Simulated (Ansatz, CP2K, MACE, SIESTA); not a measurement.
## Li+ TFSI- in sulfolane and ethyl methyl carbonate and propylene carbonate at 330 K (178 atoms) in other programs, against a plane-wave reference

How near do other programs and methods come to a plane-wave reference for Li+ TFSI- in sulfolane and ethyl methyl carbonate and propylene carbonate at 330 K (178 atoms)? A plane-wave run serves as the reference.

Method: Kohn-Sham DFT, PBE, PAW, plane waves, in Ansatz 0.2.0.

## Step 1: Set-up

The cell holds 178 atoms: 34 O, 8 S, 44 C, 76 H, 2 N, 12 F and 2 Li. Cell: a = 20.236 Å, b = 10.118 Å, c = 10.118 Å, α = 90.0°, β = 90.0°, γ = 90.0°. 2 sulfolane, 2 ethyl methyl carbonate, 1 propylene carbonate, 1 Li+, 1 TFSI- placed at random, at 1.34 g/cm³; overlaps pushed apart, then 10 ps at 550 K with Joung-Cheatham ions (J. Phys. Chem. B 112, 9020 (2008)); MMFF94 bonds, angles, torsions, charges and radii (Halgren, J. Comput. Chem. 17, 490 (1996)) in harmonic and 12-6 forms; charges of ions scaled by 0.8. Snapshot after 30 ps at 330 K and fixed volume. The cell was repeated 2 x 1 x 1. Then every atom was moved at random, 0.03 Å r.m.s. a Cartesian component (hydrogen 0.6 of that).

## Step 2: Plane-wave reference

The PAW files are the set soft_2.

input.yaml reads:

```yaml
crystal:
  lattice:
    - [20.2357, 0.0, 0.0]
    - [0.0, 10.11785, 0.0]
    - [0.0, 0.0, 10.11785]
  atoms:
    - { symbol: O, position: [0.15773, 0.06614, 0.93384] }
    - { symbol: S, position: [0.20796, 0.01243, 0.82956] }
    - { symbol: O, position: [0.26795, 0.95851, 0.88405] }
    - { symbol: C, position: [0.17414, 0.91983, 0.703] }
    [... 168 atom lines left out ...]
    - { symbol: H, position: [0.74238, 0.6147, 0.96928] }
    - { symbol: H, position: [0.73194, 0.66229, 0.14065] }
    - { symbol: H, position: [0.81339, 0.43325, 0.00152] }
    - { symbol: H, position: [0.75568, 0.42448, 0.28354] }
    - { symbol: H, position: [0.80938, 0.31694, 0.20272] }
    - { symbol: Li, position: [0.50276, 0.68157, 0.39612] }
kpoints:
  mp_grid: { grid: [1, 1, 1] }
hamiltonian:
  xc: pbe
scf:
  occupations: { method: fermi_dirac, width: 0.05 }
output:
  forces: true
  eigenvalues: true
```

Started as:

```bash
$ ansatz run input.yaml --threads 16 --pin off --max-ram 31232MiB --backend cpu --events-out ev --progress --plain --runs-dir out
```

Log:

```text
[...]
Pseudopotentials: kind: paw
Pseudopotential: O, paw, valence charge 6, recommended cutoff 420 eV (normal), O.paw.azcp
Pseudopotential: S, paw, valence charge 6, recommended cutoff 420 eV (normal), S.paw.azcp
Pseudopotential: C, paw, valence charge 4, recommended cutoff 420 eV (normal), C.paw.azcp
Pseudopotential: H, paw, valence charge 1, recommended cutoff 420 eV (normal), H.paw.azcp
Pseudopotential: N, paw, valence charge 5, recommended cutoff 420 eV (normal), N.paw.azcp
Pseudopotential: F, paw, valence charge 7, recommended cutoff 420 eV (normal), F.paw.azcp
Pseudopotential: Li, paw, valence charge 3, recommended cutoff 420 eV (normal), Li.paw.azcp
[...]
Crystal: 178 atoms, lattice volume = 2071.547 Å³
Basis set: ecut = 420 eV, 40431 PW (Γ), exchange–correlation on 288×144×144 points (8 copies of the dense FFT grid, shifted against one another)
Bands: 480, of which v1, the nominal top of the filled ones, is band 302 counted from 1 (301 counted from 0)
Symmetry: 1 space group operations
Space group: P1 (ITA 1), of the structure as read, at distance tolerance 1.3e-4 Å
k-points: 1
[...]
Initial density: superposition of atomic densities (neutral atoms: chi_scale 0, normalization atom), corrected by the library's trained network
Initial wavefunctions: pseudopotential atomic-orbital guess
[...]
SCF iter   1: F=—  HF=-49605.849714 eV  |F-HF|=—  |Δ(HF+E_count)|=         —  Δρ=6.56e-3  dr2=1.31e0  ethr=1.77e-3  ⟨swp⟩=6.0  Hψ=2296  notcnv=0  defer=56
preconditioner: auto → Resta (q_TF=auto, 2.222 Å⁻¹)  ε∞=2.5  [insulator: Δε(μ)=4.584 eV  Ē_g=15.921 eV  σ=0.050 eV  W_gap=1.00  n_scr=370 (ndim 8)  ℏωp=19.5 eV  f_vac=0.283  D(μ)=0.00/eV (n_scr^D=0)  ε∞_Penn≈2.5]
SCF iter   2: F=—  HF=-49605.482760 eV  |F-HF|=—  |Δ(HF+E_count)|=   3.67e-1  Δρ=3.46e-3  dr2=3.05e-1  ethr=2.16e-4  ⟨swp⟩=2.0  Hψ=834  notcnv=0  defer=170
SCF iter   3: F=—  HF=-49605.424271 eV  |F-HF|=—  |Δ(HF+E_count)|=   5.85e-2  Δρ=1.57e-3  dr2=9.91e-2  ethr=5.05e-5  ⟨swp⟩=3.0  Hψ=599  notcnv=0  defer=40
automatic band count: iteration 3 solves 350 bands in place of 480: the levels show a gap, and the empty bands left out lie too high to hold charge; the band table lists the bands solved (type scf.n_extra_bands for more)
SCF iter   4: F=—  HF=-49605.394295 eV  |F-HF|=—  |Δ(HF+E_count)|=   3.00e-2  Δρ=7.24e-4  dr2=1.39e-2  ethr=1.64e-5  ⟨swp⟩=2.0  Hψ=579  notcnv=0  defer=40
SCF iter   5: F=—  HF=-49605.391637 eV  |F-HF|=—  |Δ(HF+E_count)|=   2.66e-3  Δρ=5.17e-4  dr2=5.54e-3  ethr=2.31e-6  ⟨swp⟩=3.0  Hψ=682  notcnv=0  defer=40
[...]
SCF iter  10: F=—  HF=-49605.392951 eV  |F-HF|=—  |Δ(HF+E_count)|=   3.44e-7  Δρ=5.51e-6  dr2=6.11e-7  ethr=3.05e-10  ⟨swp⟩=2.0  Hψ=610  notcnv=0  defer=40
SCF iter  11: F=-49605.392951 eV  HF=-49605.392951 eV  |F-HF|=3.75e-9  |Δ(HF+E_count)|=   4.71e-8  Δρ=1.38e-6  dr2=4.15e-8  ethr=1.66e-11  ⟨swp⟩=13.0  Hψ=1711  notcnv=0
SCF 1 converged in 11 iterations: F = -49605.392951 eV  dr2 = 4.15e-8
[...]
SCF converged after 11 iterations
Free energy (F): -49605.392951 eV
Harris-Foulkes:  -49605.392951 eV  (|F-HF|=3.75e-9)
Internal energy: -49605.392951 eV  (E = F + TS)
E sigma→0 (E₀):  -49605.392951 eV
Fermi energy:    1.731892 eV
--- Per-component energies (eV) ---
[...]
Σ components = -49605.392951   (vs F -49605.392951, Δ=0.00e0)
--- Forces (eV/Å), atoms counted from 1 ---
  atom   1  O      1.80405403    -1.88226760    -2.90947430
  atom   2  S     -1.02637311     3.17371153     4.54991216
  atom   3  O      0.94467804    -1.36772592     0.56009237
  atom   4  C     -1.34733332    -2.60926374    -1.11470940
[...]
atom 178  Li    -0.17534342    -0.32426798     0.65507611
  max |Σ_I F_I| component: 2.12e-4 eV/Å
--- Band table (eV) ---
  k-point 0: bands = ["-44.0213", "-43.3829", "-29.6735", "-28.5706", [... 334 levels ...], "6.2390", "6.2928", "6.3406", "6.4203", "6.4694", "6.4925", "6.5191", "6.5794", "6.6500", "6.6749", "6.7215", "6.7642"]
```

The job ended after 16 s (16 threads of Arm Neoverse N1, shared host; peak memory 3.1 GiB).

Read from the output:

```yaml
free_energy: -49605.3930 eV
free_energy_per_atom: -278.6820 eV/atom
scf_cycles: 11
r_m_s_force_component: 1.769 eV/Å
longest_force: 9.081 eV/Å
fermi_energy: 1.732 eV
spacing_of_highest_filled_and_lowest_empty_level: 4.414 eV
```

Neighbours are counted within 1.34 Å (H-C), 1.85 Å (C-C), 1.73 Å (C-O), 1.62 Å (C-F), 2.21 Å (C-S), 1.98 Å (O-S), 2.58 Å (O-Li), 2.08 Å (S-N).

Length of the force by element and coordination:

| element | coordination | atoms | mean length of the force (eV/Å) | spread | least | most |
| --- | --- | --- | --- | --- | --- | --- |
| C | all | 44 | 3.77 | 1.79 | 0.869 | 9.00 |
| C | 3 | 6 | 4.46 | 2.30 | 1.71 | 9.00 |
| C | 4 | 38 | 3.67 | 1.66 | 0.869 | 7.98 |
| F | all | 12 | 1.85 | 1.07 | 0.761 | 4.84 |
| H | all | 76 | 1.38 | 0.857 | 0.237 | 4.05 |
| Li | all | 2 | 0.706 | 0.0454 | 0.661 | 0.752 |
| N | all | 2 | 1.86 | 1.18 | 0.681 | 3.03 |
| O | all | 34 | 2.96 | 1.88 | 0.726 | 9.08 |
| O | 1 | 12 | 2.52 | 1.07 | 1.08 | 4.42 |
| O | 2 | 22 | 3.20 | 2.16 | 0.726 | 9.08 |
| S | all | 8 | 4.98 | 1.63 | 2.83 | 7.21 |

The levels nearest the highest filled one (over half full), pooled over k-points and spins:

| level less the highest filled one (eV) | occupation |
| --- | --- |
| -0.451 | 2 |
| -0.304 | 2 |
| -0.215 | 2 |
| -0.195 | 2 |
| -0.145 | 2 |
| 0 | 2 |
| 4.41 | 0 |
| 4.50 | 0 |
| 4.59 | 0 |
| 4.64 | 0 |
| 4.76 | 0 |
| 4.95 | 0 |

## Step 3: What was run beside it

The programs:
- CP2K 2026.2: Gaussian basis with GTH pseudopotentials and a plane-wave density; labels give functional, basis (MOLOPT sets; SR short-range, UZH the newer set with its own potentials), grid cutoff/relative cutoff and solver (OT: orbital transformation; TRS4, TC2, SIGN: linear-scaling purification with its sparsity filter), or its built-in tight binding.
- MACE: machine-learned potential, published weights.
- SIESTA 5.4.2: numerical atomic orbitals, whose automatically made sets are far from complete, with PseudoDojo norm-conserving potentials that we converted to its format (checked against plane waves on the same files for H, C, O, Si, Ge and Ca alone); labels give functional, basis size, energy shift and mesh cutoff.

All use the same cell and atoms; the electronic-structure runs use the same k-mesh, and an electronic temperature of 580 K (0.05 eV) where levels are smeared.

Differences are against the plane-wave reference, forces as r.m.s. over components; share is that over the reference's r.m.s. force, slope the least-squares factor from reference forces to these. Total energies of different programs have different zeros and aren't compared.

| run | Δ force, r.m.s. (meV/Å) | share (%) | slope | Δ gap (eV) | cores | CPU time | memory (GiB) |
| --- | --- | --- | --- | --- | --- | --- | --- |
| reference | - | - | - | - | 16 | 3.9 min | 3.1 |
| CP2K PBE, DZVP-MOLOPT-SR, 600/40 Ry, OT DIIS | 171 | 9.66 | 1.038 | -0.0974 | 4 | 19 min | 3.8 |
| CP2K PBE, SZV-MOLOPT-SR, 600/40 Ry, OT DIIS (coarse) | 3284 | 186 | 1.450 | -2.70 | 4 | 12 min | 3.5 |
| CP2K PBE, SZV-MOLOPT-SR, 600/40 Ry, SIGN filter 1e-06, SCF 1e-06 (coarse) | 3285 | 186 | 1.456 | - | 4 | 11 min | 3.5 |
| MACE MP-0b2 small potential | 247 | 14.0 | 0.959 | - | 4 | 15 s | 0.82 |
| SIESTA PBE, DZP, shift 0.01 Ry, mesh 350 Ry | 772 | 43.6 | 1.081 | -0.276 | 4 | 9.7 min | 2.4 |
| SIESTA PBE, SZ, shift 0.02 Ry, mesh 350 Ry (coarse) | 3321 | 188 | 1.392 | -2.37 | 4 | 2.7 min | 1.4 |

Rows marked coarse were listed beforehand as settings not expected to be converged; some can still land near the reference.

Times of the machine-learned potentials are mostly Python's start and the loading of weights.

CPU time is summed over cores on a shared host, where runs went side by side, so it is rough. Symmetry, cutoffs, thresholds, outputs and thread counts weren't matched or tuned between programs; memory under MPI is the largest rank's times the ranks.

Mean charges by element (e), by run and scheme:

| run | scheme | O | S | C | H | N | F |
| --- | --- | --- | --- | --- | --- | --- | --- |
| CP2K PBE, DZVP-MOLOPT-SR, 600/40 Ry, OT DIIS | Mulliken | -0.27 | +0.77 | -0.07 | +0.09 | -0.37 | -0.09 |
| CP2K PBE, DZVP-MOLOPT-SR, 600/40 Ry, OT DIIS | Hirshfeld | -0.19 | +0.44 | +0.01 | +0.04 | -0.24 | -0.04 |
| SIESTA PBE, DZP, shift 0.01 Ry, mesh 350 Ry | Hirshfeld | -0.16 | +0.43 | +0.03 | +0.02 | -0.24 | -0.03 |

Within one program, basis, potentials and functional, energies share a zero. Each run against its twin at the usual cutoff or grid and solver:

| run | twin | Δ energy (meV/atom) | Δ force, r.m.s. (meV/Å) | CPU time over the twin's |
| --- | --- | --- | --- | --- |
| CP2K PBE, SZV-MOLOPT-SR, 600/40 Ry, SIGN filter 1e-06, SCF 1e-06 | SZV-MOLOPT-SR, 600/40 Ry, OT DIIS | 0.244 | 74.8 | 0.94 |

## Step 4: Results

* reference r.m.s. force component: 1.77 eV/Å
* nearest in forces: CP2K PBE, DZVP-MOLOPT-SR, 600/40 Ry, OT DIIS, 9.7 %
* farthest in forces: SIESTA PBE, SZ, shift 0.02 Ry, mesh 350 Ry (coarse), 188 %
* cheapest electronic-structure run beside the reference: SIESTA PBE, SZ, shift 0.02 Ry, mesh 350 Ry, 2.7 min of CPU time

**Reading.** The PBE runs in local orbitals, coarse settings apart, differ by 9.7 % (CP2K PBE, DZVP-MOLOPT-SR, 600/40 Ry, OT DIIS) to 44 % (SIESTA PBE, DZP, shift 0.01 Ry, mesh 350 Ry); basis, grid and potentials can all enter. Machine-learned potentials differ by 14 % (MACE MP-0b2 small potential); they were trained on other programs' data. Runs with settings chosen to be coarse differ by 186 % (CP2K PBE, SZV-MOLOPT-SR, 600/40 Ry, OT DIIS) to 188 % (SIESTA PBE, SZ, shift 0.02 Ry, mesh 350 Ry), their programs' other errors included. None of the electronic-structure runs in the table takes under half the reference's CPU time of 3.9 min; they take 0.70 to 4.9 times as much. At the same functional, gaps differ from the reference's 4.41 eV by between -2.70 and -0.10 eV. Charges hang on scheme and program or settings: among these rows the mean for S runs from +0.43 to +0.77 e. In the reference: filled and empty levels are parted by 4.41 eV (at Γ alone); a semilocal functional tends to put such gaps too low. In a disordered cell it changes from sample to sample and from frame to frame. Machine-learned potentials mimic data converged in k, so the reference's own k-point error enters their differences. The network of contacts between molecules at the start is that of the classical potential that made the cell, and needn't be the one that DFT or experiment would give. The reference's PBE has no dispersion term, which matters for the binding between molecules or layers. The electronic-structure runs sample only Γ, in a cell whose shortest periodic width is 10 Å.

[Also dropped from logs without a mark: logging warnings of Python, and SIESTA's first energy breakdown and zero terms.]

[Logs are printed without paths, hosts, clocks, repeated set-up lines and the standing remarks that a program may print on its own settings, such as how far it seeks lower states.]

[Hosts, paths, dates, database ids (printed as entryN), source tags and the programs' standing remarks are cut or masked in the printed files.]

[The MMFF94 radii named for the starting cell were scaled by 0.96; in molecules described by MMFF94, hydrogen bound to N, O or S took a small fixed 12-6 site in their place.]
